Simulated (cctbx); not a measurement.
**A disordered crystal of nominal AlV2Rh2**

Cell a = 7.2100 Å, b = 7.2100 Å, c = 6.3680 Å, α = 90.00°, β = 90.00°, γ = 90.00°; space group P4_2/mnm (no. 136); nominal formula AlV2Rh2.

The data are simulated with cctbx, not measured: Cu Kα, λ = 1.54184 Å, to d = 0.83 Å, 50 % of the full sphere, strongest reflection 70000 counts, noise from counting, a 4 % proportional error and a noise floor of 4 counts (s.d.); no absorption.

With every site full:

```text
Rint 0.030, 187 unique reflections to 0.83 A
cycle     R1     wR2    GooF  max shift (A)
   1  0.0576  0.2044   9.030   0.00120
   2  0.0128  0.0306   1.350   0.00001
final R1 0.0128 wR2 0.0306 GooF 1.350  parameters 16  data/parameter 11.7
atom        x        y        z      Ueq    occ   su(xyz)  su(Uiso or U11)
Rh1    0.12508  0.12508  0.72643   0.0162  1.000  0.00005  0.0002
V1     0.34308  0.34308  0.50000   0.0204  1.000  0.00009  0.0003
V2     0.31080  0.31080  0.00000   0.0229  1.000  0.00008  0.0003
Al1    0.00000  0.50000  0.75000   0.0373  1.000  0.00000  0.0006
difference map: max 0.48 min -0.71 rms 0.14
Q1    0.1815  0.1815  0.2324    8    0.48  0.63 A from Rh1
Q2    0.0000  0.0000  0.5000    2    0.48  1.93 A from Rh1
Q3    0.0000  0.0000  0.0751    4    0.44  1.67 A from V1
Q4    0.9929  0.1173  0.2028   16    0.33  1.06 A from Rh1
Q5    0.1138  0.7519  0.2379   16    0.27  1.68 A from V1
Q6    0.0184  0.6309  0.5000    8    0.26  1.79 A from V2
```

With the occupancies of the suspect sites free, each still typed as its main element:

```text
Rint 0.030, 187 unique reflections to 0.83 A
cycle     R1     wR2    GooF  max shift (A)
   1  0.0805  0.2252   9.976   0.00008
  15  0.0096  0.0209   0.924   0.00001
final R1 0.0096 wR2 0.0208 GooF 0.922  parameters 17  data/parameter 11.0
atom        x        y        z      Ueq    occ   su(xyz)  su(Uiso or U11)
Rh1    0.12510  0.12510  0.72643   0.0163  1.000  0.00003  0.0001
V1     0.34313  0.34313  0.50000   0.0205  1.000  0.00006  0.0002
V2     0.31084  0.31084  0.00000   0.0230  1.000  0.00005  0.0002
Al1    0.00000  0.50000  0.75000   0.0315  0.905  0.00000  0.0006
su of occupancy Al1: 0.007
difference map: max 0.46 min -0.45 rms 0.10
Q1    0.0000  0.0000  0.5000    2    0.46  1.93 A from Rh1
Q2    0.0000  0.0000  0.0759    4    0.43  1.67 A from V1
Q3    0.1877  0.1877  0.2291    8    0.39  0.70 A from Rh1
Q4    0.9916  0.1190  0.2027   16    0.29  1.06 A from Rh1
Q5    0.0195  0.6178  0.5000    8    0.26  1.81 A from Al1
Q6    0.1152  0.7484  0.2310   16    0.24  1.65 A from V1
```

**Question.** What is the disorder?

X-rays count electrons. Al1 refines to 0.905(0.007), or 11.8 electrons; the site truly holds 0.9 Al, 11.7 electrons, which is 0.900 of Al. A value under 1 can't tell vacancies from a lighter guest, and one over 1 needs a heavier guest; chemistry or a second radiation must settle which. Occupancy correlates with U and the scale, so the match is approximate.

Freeing them takes R1 from 0.0128 to 0.0096 and GooF from 1.35 to 0.92.

The model was made for the exercise: a known structure type with other elements put in, its volume estimated, not relaxed; displacement parameters are assumed.

[Middle refinement cycles are left out of these outputs.]

[Logs are printed without paths, hosts, clocks, repeated set-up lines and the standing remarks that a program may print on its own settings, such as how far it seeks lower states.]
